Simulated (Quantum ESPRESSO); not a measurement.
Computed results, one entry a study.

```json
{"subject": "Magnetic state of ScFeGe from several starts", "lattice_ang": [[6.5852, 0.0, 0.0], [-3.2926, 5.703, 0.0], [0.0, 0.0, 3.9517]], "atoms": [["Sc", 0.584, 0.0, 0.5], ["Sc", 0.416, 0.416, 0.5], ["Sc", 0.0, 0.584, 0.5], ["Fe", 0.2295, 0.0, 0.0], ["Fe", 0.7705, 0.7705, 0.0], ["Fe", 0.0, 0.2295, 0.0], ["Ge", 0.0, 0.0, 0.5], ["Ge", 0.3333, 0.6667, 0.0], ["Ge", 0.6667, 0.3333, 0.0]], "method": "PBEsol; plane waves with GBRV 1.5 PBEsol potentials, no spin-orbit coupling (and 1 further level or step)", "program": "Quantum ESPRESSO 7.5", "settings_of_one_run": "GBRV 1.5 PBEsol, cutoff 544.23 eV, 6×6×6 k-mesh, 81 bands, fermi-dirac occupations, smearing width 0.1 eV, collinear spin, SCF threshold 1.80e-8, mesh matched on, starting moments 0 0 0 2.8 2.8 2.8 0 0 0 μB", "cost": "2 runs, 9.8 min in all on 4 MPI ranks of Arm Neoverse V2, shared host (the runs of this entry)", "notes": "The run is spin-polarised, with a total moment of 6.06 μB a cell (absolute 7.72).", "results": {"lowest_state_found": "ferromagnetic (from ferro +++)", "largest_site_moment": "2.20 μB", "next_state_with_moments": "ferrimagnetic, 40.3 meV a seeded atom higher"}}
```

[Logs and program files are shortened in this print: banners, set-up blocks, solver, clock and traceback lines can be left out without a mark of their own.]

[Logs are printed without paths, hosts, clocks, repeated set-up lines and the standing remarks that a program may print on its own settings, such as how far it seeks lower states.]

[Hosts, paths, dates, database ids (printed as entryN), source tags and the programs' standing remarks are cut or masked in the printed files.]

[Where a cell is said to come from a database of computed structures, the database is the Materials Project.]
